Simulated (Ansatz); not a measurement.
## YHg (Pm-3m): Grüneisen parameters

Wanted: mode Grüneisen parameters of YHg (Pm-3m).

Method: DFT PBEsol, scalar-relativistic, plane waves, PAW; PAW set soft_1, in Ansatz 0.2.0.

### 1. The structure

Symmetry: Pm-3m, No. 221, cubic system. Conventional cell: a = 3.666 Å, b = 3.666 Å, c = 3.666 Å, α = 90.00°, β = 90.00°, γ = 90.00°. Y has 8 Hg at 3.17 Å nearest. Nearest to Hg lie 8 Y at 3.17 Å. Farther neighbours are not listed.

### 2. The dispersion

The cell comes from relaxations at this level that are not shown. Stability and thermal properties need the whole zone. Linear response on a 4×4×4 q mesh gives force constants as far as a supercell of that size would.

input.yaml

```yaml
crystal:
  lattice:
    - [3.6658637383, 0.0, 0.0]
    - [0.0, 3.6658637383, 0.0]
    - [0.0, 0.0, 3.6658637383]
  atoms:
    - { symbol: "Y", position: [0.5, 0.5, 0.5] }
    - { symbol: Hg, position: [0.0, 0.0, 0.0] }
kpoints:
  mp_grid: { grid: [12, 12, 12] }
hamiltonian:
  xc: pbesol
  pseudopotentials: { kind: paw, azcp: { folder: soft_1 }, xc_functional: pbe }
scf:
  occupations: { method: methfessel_paxton, width: 0.2 }
output:
  eigenvalues: true
phonons:
  method: dfpt
  qmesh: [4, 4, 4]
  temperatures: { t_max: 1000, t_step: 50 }
  qpath:
    path:
      - [[0.0, 0.0, 0.0], [0.0, 0.5, 0.0], [0.5, 0.5, 0.0], [0.0, 0.0, 0.0], [0.5, 0.5, 0.5], [0.0, 0.5, 0.0]]
      - [[0.5, 0.5, 0.5], [0.5, 0.5, 0.0]]
    npoints: 10
```

On the command line:

```
ansatz run input.yaml --threads 4 --pin off --max-ram 10240MiB --backend cpu --events-out ev --progress --plain --runs-dir out
```

Numbers of over 12 decimals in the logs are rounded to 6 here.

What it wrote:

```text
Engine: ansatz 0.2.0, aarch64-unknown-linux-gnu
Pseudopotentials: kind: paw
Pseudopotential: Y, paw, valence charge 11, recommended cutoff 420 eV (normal), soft_1/Y.paw.azcp
Pseudopotential: Hg, paw, valence charge 20, recommended cutoff 420 eV (normal), soft_1/Hg.paw.azcp
Functional definition: PBEsol
  exchange = pbesol_x
  correlation = pbesol_c
Crystal: 2 atoms, lattice volume = 49.264 Å³
Basis set: ecut = 420 eV, 949 PW (Γ), exchange–correlation on 50×50×50 points (8 copies of the dense FFT grid, shifted against one another)
Bands: 20, of which v1, the nominal top of the filled ones, is band 16 counted from 1 (15 counted from 0)
Symmetry: 48 space group operations
k-points: 84 of 1728
Non-local potential: Y, projectors of the file, l = 0: 3, l = 1: 2, l = 2: 2, l = 3: 1
Non-local potential: Hg, projectors of the file, l = 0: 3, l = 1: 2, l = 2: 2, l = 3: 1
PAW form: soft (Blöchl's): semilocal exchange-correlation on the pseudo side does not see the compensation charge
PAW frozen core: Y, regenerated for the run's functional, and the local potential with it (the file was generated under x = pbe(κ = 0.804, μ = 0.219515), c = pbe(β = 0.066725))
PAW frozen core: Hg, regenerated for the run's functional, and the local potential with it (the file was generated under x = pbe(κ = 0.804, μ = 0.219515), c = pbe(β = 0.066725))
PAW one-centre angular grid: Y, 590 points (default); XC on 64 Gauss nodes
PAW one-centre angular grid: Hg, 590 points (default); XC on 64 Gauss nodes
Initial density: superposition of atomic densities (chi_scale 0.1, normalization cell, long waves kept (reshape's long-wave potential 0.00 eV rms))
Initial wavefunctions: pseudopotential atomic-orbital guess
Functional: x = pbesol(κ = 0.804, μ = 0.123457), c = pbesol(β = 0.046)
SCF iter   1: F=—  HF=-17468.580282 eV  |F-HF|=—  |Δ(HF+E_count)|=         —  Δρ=1.03e-1  dr2=9.50e0  ethr=3.10e-3  ⟨swp⟩=4.1  Hψ=6368  notcnv=0
preconditioner: auto → Kerker (q_TF=auto, 2.526 Å⁻¹)  [metal: Δε(μ)=0.030 eV  Ē_g=11.865 eV  σ=0.200 eV  W_gap=0.13  n_scr=18 (ndim 8)  ℏωp=24.2 eV  f_vac=0.000  D(μ)=3.68/eV (n_scr^D=32)]
SCF iter   2: F=—  HF=-17466.516059 eV  |F-HF|=—  |Δ(HF+E_count)|=    2.06e0  S|Δr|=    0.00e0  Δρ=2.91e-2  dr2=8.56e-1  ethr=3.10e-3  ⟨swp⟩=2.4  Hψ=3985  notcnv=0
SCF iter   3: F=—  HF=-17466.299157 eV  |F-HF|=—  |Δ(HF+E_count)|=   2.17e-1  S|Δr|=    0.00e0  Δρ=1.15e-2  dr2=8.16e-2  ethr=2.76e-3  ⟨swp⟩=1.9  Hψ=2561  notcnv=0
SCF iter   4: F=—  HF=-17466.289961 eV  |F-HF|=—  |Δ(HF+E_count)|=   9.20e-3  S|Δr|=    0.00e0  Δρ=3.12e-3  dr2=3.74e-3  ethr=2.63e-4  ⟨swp⟩=2.1  Hψ=2494  notcnv=0
SCF iter   5: F=—  HF=-17466.289267 eV  |F-HF|=—  |Δ(HF+E_count)|=   6.95e-4  S|Δr|=    0.00e0  Δρ=3.44e-4  dr2=4.36e-5  ethr=1.21e-5  ⟨swp⟩=2.1  Hψ=2729  notcnv=0
SCF iter   6: F=—  HF=-17466.289282 eV  |F-HF|=—  |Δ(HF+E_count)|=   1.52e-5  S|Δr|=    0.00e0  Δρ=1.16e-4  dr2=7.73e-6  ethr=1.41e-7  ⟨swp⟩=2.4  Hψ=2431  notcnv=0
SCF iter   7: F=—  HF=-17466.289277 eV  |F-HF|=—  |Δ(HF+E_count)|=   4.36e-6  S|Δr|=    0.00e0  Δρ=9.87e-6  dr2=5.55e-8  ethr=2.49e-8  ⟨swp⟩=2.0  Hψ=2187  notcnv=0
SCF iter   8: F=—  HF=-17466.289282 eV  |F-HF|=—  |Δ(HF+E_count)|=   4.80e-6  S|Δr|=    0.00e0  Δρ=2.87e-6  dr2=8.39e-9  ethr=1.79e-10  ⟨swp⟩=2.2  Hψ=2312  notcnv=0
SCF iter   9: F=—  HF=-17466.289282 eV  |F-HF|=—  |Δ(HF+E_count)|=   1.81e-9  S|Δr|=    0.00e0  Δρ=4.90e-7  dr2=1.87e-10  ethr=2.71e-11  ⟨swp⟩=2.0  Hψ=1963  notcnv=0
SCF iter  10: F=-17466.289282 eV  HF=-17466.289282 eV  |F-HF|=3.64e-12  |Δ(HF+E_count)|=  2.91e-11  S|Δr|=    0.00e0  Δρ=5.38e-8  dr2=1.15e-12  ethr=1.00e-12  ⟨swp⟩=6.0  Hψ=7217  notcnv=0
the search or the solves at the SCF's close seem to have found levels that the self-consistency loop had missed (the run counts 1). By its estimate they hold under 1e-12 electrons; where the run keeps them, the occupations were computed again with them
SCF 1 converged in 10 iterations: F = -17466.289282 eV  dr2 = 1.15e-12
  greatest PAW one-centre occupation: 1.000 electrons in one spin orbital (limit 2), on the Hg atom at site 1 (counted from 0), in its partial waves of l = 0
phonons: the bands overlap, so this run is a metal and interpolates without the dipole-dipole term. If the crystal is really an insulator or semiconductor, its LO-TO splitting is missing
NSCF: frozen V_eff on 84 k-points
NSCF: frozen V_eff on 196 k-points
DFPT response loops at q = (0, 0, 0) (fractional): preconditioner auto → Kerker (q_TF=auto, 2.526 Å⁻¹) (partly filled bands, converged f_vac=0.000); β = 1.00, the filter's whole step (`scf.mixing.beta` (0.50) is not read by the response loops under this deck's `scf.mixing.preconditioner`; to damp them name `kerker` or `kerker_dos`, under which they read `scf.mixing.beta`, and type it under 1.00, their step now; both keys bind the ground state too); Broyden in place of MSR1
NSCF: frozen V_eff on 1176 k-points
DFPT response loops at q = (0, 0, 0.25) (fractional): mixed as the last ones told, above
NSCF: frozen V_eff on 686 k-points
DFPT response loops at q = (0, 0, -0.5) (fractional): mixed as the last ones told, above
NSCF: frozen V_eff on 2016 k-points
DFPT response loops at q = (0, 0.25, 0.25) (fractional): mixed as the last ones told, above
NSCF: frozen V_eff on 1176 k-points
DFPT response loops at q = (0, 0.25, -0.5) (fractional): mixed as the last ones told, above
NSCF: frozen V_eff on 686 k-points
DFPT response loops at q = (0, -0.5, -0.5) (fractional): mixed as the last ones told, above
NSCF: frozen V_eff on 1872 k-points
DFPT response loops at q = (0.25, 0.25, 0.25) (fractional): mixed as the last ones told, above
NSCF: frozen V_eff on 2016 k-points
DFPT response loops at q = (0.25, 0.25, -0.5) (fractional): mixed as the last ones told, above
NSCF: frozen V_eff on 1176 k-points
DFPT response loops at q = (0.25, -0.5, -0.5) (fractional): mixed as the last ones told, above
NSCF: frozen V_eff on 392 k-points
DFPT response loops at q = (-0.5, -0.5, -0.5) (fractional): mixed as the last ones told, above
SCF converged after 10 iterations
Stability not checked: this state was not tested for a lower state beside it, because cold or Methfessel-Paxton smearing, or corrected tetrahedra, fill the levels in a way that the test cannot read (fill_not_monotonic; see scf.lower_state_search)
Free energy (F): -17466.289282 eV
Harris-Foulkes:  -17466.289282 eV  (|F-HF|=3.64e-12)
Internal energy: -17466.287502 eV  (E = F + TS)
E sigma→0 (E₀):  -17466.288837 eV
Entropy (-TS):   -0.001780 eV (-0.890 meV/atom)
Fermi energy:    13.994332 eV
--- Per-component energies (eV) ---
  E_band       = -492.914533
  E_kinetic    = 891.466608
  E_local      = -3275.959397  (includes V_loc(G=0)·N_el)
  E_nonlocal   = 111.505280
  E_hartree    = 1365.195719
  E_xc         = -387.912168
  E_vxc        = -456.265159  (∫ρ·V_xc dr)
  E_paw        = -12574.779690  (= ΣΔE_a)
  E_vpaw       = -494.053787  (= ΣTr[D̂ρ^β])
  E_aug_tail   = 0.000418  (compensation charges beyond the density's cutoff)
  E_ewald      = -3596.281755
  E_core_change = 0.477483  (= ΣΔE_core)
  E_smearing   = -0.001780  (= −TS)
  E_closure    = 0.000000  (closes the sum)
  Σ components = -17466.289282   (vs F -17466.289282, Δ=0.00e0)
--- Band table (eV; the first three rows and the last of 84) ---
  k-point 0: bands = [... 12 lower, 6.8123, 6.8123, 14.2469, 14.2469, 17.8654, 17.8654, 17.8654, 18.4689]
  k-point 1: bands = [... 12 lower, 6.8044, 6.8167, 14.2144, 14.2292, 17.2312, 17.2312, 17.8466, 17.9941]
  k-point 2: bands = [... 12 lower, 6.7832, 6.8286, 13.9600, 14.1800, 16.4837, 16.4837, 17.3313, 17.7954]
  k-point 83: bands = [... 12 lower, 7.2462, 11.9504, 11.9504, 11.9504, 12.0971, 18.9637, 18.9637, 19.4646]
--- Phonons (Γ-DFPT): 2 representative perturbations + reference (Σ response iterations 6) ---
  ASR residual: 3.055e-5 → 0.000e0 eV/Å²; symmetrization residual: 2.371e-5 eV/Å²
  ASR residual per site (eV/Å²): 1.70e-5 3.06e-5
  Γ frequencies (cm⁻¹): 0.00 0.00 0.00 102.17 102.17 102.17
--- Phonons (arbitrary-q DFPT): 10 irreducible q on the 4×4×4 mesh ---
  q = [0.0000, 0.0000, 0.0000] (star 1, of the zone-centre solve; hermiticity 2.01e-5, symmetrization 5.35e-12): -0.00 -0.00 0.00 102.17 102.17 102.17
  q = [0.0000, 0.0000, 0.2500] (star 6, 4 solved perturbations in 1848 linear systems a pass and spin channel, the states on 588 of 1728 k-point pairs; hermiticity 1.42e-5, symmetrization 1.28e-12): 38.94 38.94 56.35 97.32 97.32 125.63
  q = [0.0000, 0.0000, -0.5000] (star 3, 4 solved perturbations in 1078 linear systems a pass and spin channel, the states on 343 of 1728 k-point pairs; hermiticity 1.68e-13, symmetrization 2.29e-12): 57.46 57.46 63.02 96.17 96.17 154.08
  q = [0.0000, 0.2500, 0.2500] (star 12, 4 solved perturbations in 3108 linear systems a pass and spin channel, the states on 1008 of 1728 k-point pairs; hermiticity 8.12e-6, symmetrization 2.85e-13): 32.47 46.67 62.46 89.84 125.46 127.76
  q = [0.0000, 0.2500, -0.5000] (star 12, 6 solved perturbations on 588 of 1728 k-point pairs; hermiticity 9.24e-6, symmetrization 9.38e-14): 41.62 49.27 56.42 80.24 126.55 147.77
  q = [0.0000, -0.5000, -0.5000] (star 3, 4 solved perturbations in 1078 linear systems a pass and spin channel, the states on 343 of 1728 k-point pairs; hermiticity 1.45e-5, symmetrization 1.05e-12): 26.66 26.66 55.53 60.03 151.08 151.08
  q = [0.2500, 0.2500, 0.2500] (star 8, 2 solved perturbations on 936 of 1728 k-point pairs; hermiticity 9.10e-6, symmetrization 1.07e-12): 48.45 48.45 52.89 118.63 123.63 123.63
  q = [0.2500, 0.2500, -0.5000] (star 12, 4 solved perturbations in 3108 linear systems a pass and spin channel, the states on 1008 of 1728 k-point pairs; hermiticity 8.34e-6, symmetrization 1.60e-12): 26.65 48.71 60.27 118.80 121.38 145.24
  q = [0.2500, -0.5000, -0.5000] (star 6, 4 solved perturbations in 1848 linear systems a pass and spin channel, the states on 588 of 1728 k-point pairs; hermiticity 9.74e-6, symmetrization 8.26e-14): 42.12 42.12 60.18 111.15 142.20 142.20
  q = [-0.5000, -0.5000, -0.5000] (star 1, 2 solved perturbations on 196 of 1728 k-point pairs; hermiticity 1.06e-13, symmetrization 8.14e-13): 54.89 54.89 54.89 138.65 138.65 138.65
  sum rule: each row above includes the acoustic sum rule's correction from the zone centre's row sums; it moved no ω² by more than (0.23 cm⁻¹)²
  mesh force constants: q→R imaginary residual 2.98e-18; ASR residual 3.055e-5 → 0.000e0 eV/Å²; symmetrization residual 2.220e-15 eV/Å²
  interpolated dispersion: 62 rows × 6 modes
  density of states and harmonic sums: on the 20×20×20 q-mesh, interpolated from the force constants of a 4×4×4 supercell (no non-analytic term)
  largest difference from the sums on the solved wave vectors: F 1.41e-2 eV, S 1.81e-5 and C_V 4.01e-6 eV/K
  zero-point energy: 0.031108 eV/cell   skipped modes (ω ≤ 0): 3   left out of the sums: 6.25e-5 of the cell's modes: C_V's classical limit lies that fraction below 3 k_B per atom; for a crystal, a wire or a layer, F and S can be off by more, and a phonons.interpolated_qmesh denser along its periods is the remedy for the sampling
```

Elapsed: 7.6 min, on 4 threads of Arm Neoverse V1, shared host; peak memory 2.3 GiB.

The column dr2 measures how far the density is from self-consistency, as an energy; F and HF (Harris–Foulkes) agree once it is small.

This step gave:

```
volume per atom                                         : 24.63 Å³
gap on the k-mesh                                       : 0 eV
sum-rule residual before enforcement                    : 3.06e-5 eV/Å²
lowest frequency on the path                            : 0 cm⁻¹
point group                                             : m-3m
highest frequency on the path or at a solved wavevector : 154.1 cm⁻¹
mean frequency                                          : 83.6 cm⁻¹
Debye temperature (second moment)                       : 172 K
logarithmic mean frequency                              : 73.4 cm⁻¹
highest optical mode at the zone centre (no LO-TO term) : 102.2 cm⁻¹
lowest optical zone-centre mode                         : 102.2 cm⁻¹
lowest mode on the q mesh (acoustic modes at Γ apart)   : 26.65 cm⁻¹
zero-point energy per atom                              : 15.55 meV
heat capacity at 300 K                                  : 24.54 J/(mol atoms K)
vibrational entropy at 300 K                            : 51.18 J/(mol atoms K)
```

Frequencies (cm⁻¹) solved at each irreducible wavevector; negative means imaginary. Frequencies by wavevector, by row:

```tsv
q in reciprocal lattice units	star	mode 1	mode 2	mode 3	mode 4	mode 5	mode 6
0 0 0	1	0	0	0	102.2	102.2	102.2
0 0 0.25	6	38.9	38.9	56.4	97.3	97.3	125.6
0 0 -0.5	3	57.5	57.5	63	96.2	96.2	154.1
0 0.25 0.25	12	32.5	46.7	62.5	89.8	125.5	127.8
0 0.25 -0.5	12	41.6	49.3	56.4	80.2	126.5	147.8
0 -0.5 -0.5	3	26.7	26.7	55.5	60	151.1	151.1
0.25 0.25 0.25	8	48.5	48.5	52.9	118.6	123.6	123.6
0.25 0.25 -0.5	12	26.6	48.7	60.3	118.8	121.4	145.2
0.25 -0.5 -0.5	6	42.1	42.1	60.2	111.2	142.2	142.2
-0.5 -0.5 -0.5	1	54.9	54.9	54.9	138.7	138.7	138.7
```

Symmetry leaves 10 wavevectors to solve. The lowest mode among them, the acoustic zeros apart, lies at q = (0.25, 0.25, -0.5) and is real, 26.6 cm⁻¹.

### 3. Relaxing at another volume, volume ratio 0.97

The volume is scaled by 0.97 and held; symmetry leaves nothing to relax, so this is a single point. The modes can then be followed against volume.

input.yaml, the sections that differ from step 2:

```yaml
crystal:
  lattice:
    - [3.6288322798, 0.0, 0.0]
    - [0.0, 3.6288322798, 0.0]
    - [0.0, 0.0, 3.6288322798]
  atoms:
    - { symbol: "Y", position: [0.5, 0.5, 0.5] }
    - { symbol: Hg, position: [0.0, 0.0, 0.0] }
output:
  forces: true
  stress: true
  eigenvalues: true
# kpoints, hamiltonian, scf: as in step 2
# phonons: removed
```

What it wrote:

```text
[...]
Crystal: 2 atoms, lattice volume = 47.786 Å³
Basis set: ecut = 420 eV, 925 PW (Γ), exchange–correlation on 50×50×50 points (8 copies of the dense FFT grid, shifted against one another)
Bands: 20, of which v1, the nominal top of the filled ones, is band 16 counted from 1 (15 counted from 0)
Symmetry: 48 space group operations
[...]
k-points: 84 of 1728
[...]
--- Band table (eV; the first three rows and the last of 84) ---
  k-point 0: bands = [... 12 lower, 7.2556, 7.2556, 14.7733, 14.7733, 18.5223, 18.5223, 18.5223, 19.1005]
  k-point 1: bands = [... 12 lower, 7.2475, 7.2603, 14.7431, 14.7526, 17.8483, 17.8483, 18.5015, 18.6331]
  k-point 2: bands = [... 12 lower, 7.2258, 7.2732, 14.4943, 14.6952, 17.0689, 17.0689, 17.9661, 18.4449]
  k-point 83: bands = [... 12 lower, 7.7165, 12.3739, 12.3739, 12.3739, 12.6624, 19.6627, 19.6627, 20.1938]
[key lines of the parts left out:]
SCF converged after 7 iterations
Free energy (F): -17466.278546 eV
Fermi energy:    14.514011 eV
P = ⅓ Tr σ = 2.4019 GPa (24.019 kbar)
```

Run time: 1.4 s. Hardware: 4 threads; peak memory 0.38 GiB.

This step gave:

```
pressure        : 2.402 GPa
volume per atom : 23.89 Å³
```

The run ends at a pressure of 2.40 GPa.

### 4. Phonons at the other volume, volume ratio 0.97

The phonons are repeated at this volume on the same k and q meshes.

input.yaml, as its differences from that of step 3:

```diff
@@ -16,4 +16,11 @@
 output:
-  forces: true
-  stress: true
   eigenvalues: true
+phonons:
+  method: dfpt
+  qmesh: [4, 4, 4]
+  temperatures: { t_max: 1000, t_step: 50 }
+  qpath:
+    path:
+      - [[0.0, 0.0, 0.0], [0.0, 0.5, 0.0], [0.5, 0.5, 0.0], [0.0, 0.0, 0.0], [0.5, 0.5, 0.5], [0.0, 0.5, 0.0]]
+      - [[0.5, 0.5, 0.5], [0.5, 0.5, 0.0]]
+    npoints: 10
```

What it wrote:

```text
[...]
Crystal: 2 atoms, lattice volume = 47.786 Å³
Basis set: ecut = 420 eV, 925 PW (Γ), exchange–correlation on 50×50×50 points (8 copies of the dense FFT grid, shifted against one another)
Bands: 20, of which v1, the nominal top of the filled ones, is band 16 counted from 1 (15 counted from 0)
Symmetry: 48 space group operations
k-points: 84 of 1728
[...]
SCF iter   1: F=—  HF=-17468.642772 eV  |F-HF|=—  |Δ(HF+E_count)|=         —  Δρ=1.07e-1  dr2=9.76e0  ethr=3.10e-3  ⟨swp⟩=4.1  Hψ=6377  notcnv=0
[...]
SCF iter  10: F=-17466.278546 eV  HF=-17466.278546 eV  |F-HF|=3.64e-12  |Δ(HF+E_count)|=  2.18e-11  S|Δr|=    0.00e0  Δρ=4.89e-8  dr2=8.72e-13  ethr=1.00e-12  ⟨swp⟩=5.9  Hψ=6968  notcnv=0
SCF 1 converged in 10 iterations: F = -17466.278546 eV  dr2 = 8.72e-13
[...]
NSCF: frozen V_eff on 84 k-points
[...]
SCF converged after 10 iterations
[...]
Free energy (F): -17466.278546 eV
[...]
Internal energy: -17466.276476 eV  (E = F + TS)
E sigma→0 (E₀):  -17466.278028 eV
Entropy (-TS):   -0.002070 eV (-1.035 meV/atom)
Fermi energy:    14.513963 eV
[...]
--- Band table (eV; the first three rows and the last of 84) ---
  k-point 0: bands = [... 12 lower, 7.2556, 7.2556, 14.7732, 14.7732, 18.5222, 18.5222, 18.5222, 19.1005]
  k-point 1: bands = [... 12 lower, 7.2475, 7.2603, 14.7430, 14.7525, 17.8482, 17.8482, 18.5014, 18.6331]
  k-point 2: bands = [... 12 lower, 7.2258, 7.2732, 14.4942, 14.6951, 17.0688, 17.0688, 17.9661, 18.4447]
  k-point 83: bands = [... 12 lower, 7.7165, 12.3739, 12.3739, 12.3739, 12.6624, 19.6625, 19.6625, 20.1938]
[...]
ASR residual: 1.595e-5 → 0.000e0 eV/Å²; symmetrization residual: 2.133e-5 eV/Å²
  ASR residual per site (eV/Å²): 1.58e-5 1.59e-5
  Γ frequencies (cm⁻¹): 0.00 0.00 0.00 111.02 111.02 111.02
--- Phonons (arbitrary-q DFPT): 10 irreducible q on the 4×4×4 mesh ---
[...]
interpolated dispersion: 62 rows × 6 modes
[...]
```

Wall time 7.5 min (4 threads); peak memory 2.2 GiB; 29 min of CPU time.

Numbers from this step:

| Quantity | Value |
| --- | --- |
| sum-rule residual before enforcement | 1.59e-5 eV/Å² |
| highest frequency on the path or at a solved wavevector | 162 cm⁻¹ |
| mean frequency | 88.6 cm⁻¹ |
| Debye temperature (second moment) | 183 K |
| logarithmic mean frequency | 77.2 cm⁻¹ |
| highest optical mode at the zone centre (no LO-TO term) | 111.0 cm⁻¹ |
| lowest optical zone-centre mode | 111.0 cm⁻¹ |
| lowest mode on the q mesh (acoustic modes at Γ apart) | 21.9 cm⁻¹ |
| zero-point energy per atom | 16.47 meV |
| heat capacity at 300 K | 24.49 J/(mol atoms K) |
| vibrational entropy at 300 K | 49.96 J/(mol atoms K) |

Frequencies (cm⁻¹) solved at each irreducible wavevector; negative means imaginary. Frequencies by wavevector, by row:

```tsv
q in reciprocal lattice units	star	mode 1	mode 2	mode 3	mode 4	mode 5	mode 6
0 0 0	1	0	0	0	111	111	111
0 0 0.25	6	41.1	41.1	59.6	104.9	104.9	133
0 0 -0.5	3	62.1	62.1	67	102.3	102.3	162
0 0.25 0.25	12	31.9	50	66.6	97.1	132.2	136.2
0 0.25 -0.5	12	41.9	51.6	61.1	86.8	134.5	155.9
0 -0.5 -0.5	3	21.9	21.9	60.1	67.9	159.4	159.4
0.25 0.25 0.25	8	50.8	50.8	55.5	125.8	131.6	131.6
0.25 0.25 -0.5	12	24.9	51	64.8	126.7	128.5	153.5
0.25 -0.5 -0.5	6	43.3	43.3	64.6	117.9	150.8	150.8
-0.5 -0.5 -0.5	1	59.1	59.1	59.1	147.4	147.4	147.4
```

The highest optical mode at the zone centre (no LO-TO term) is 111.0 cm⁻¹, +8.8 cm⁻¹ against the base run.

[end of part 1 of 2]

[Logs are printed without paths, hosts, clocks, repeated set-up lines and the standing remarks that a program may print on its own settings, such as how far it seeks lower states.]

[Hosts, paths, dates, database ids (printed as entryN), source tags and the programs' standing remarks are cut or masked in the printed files.]
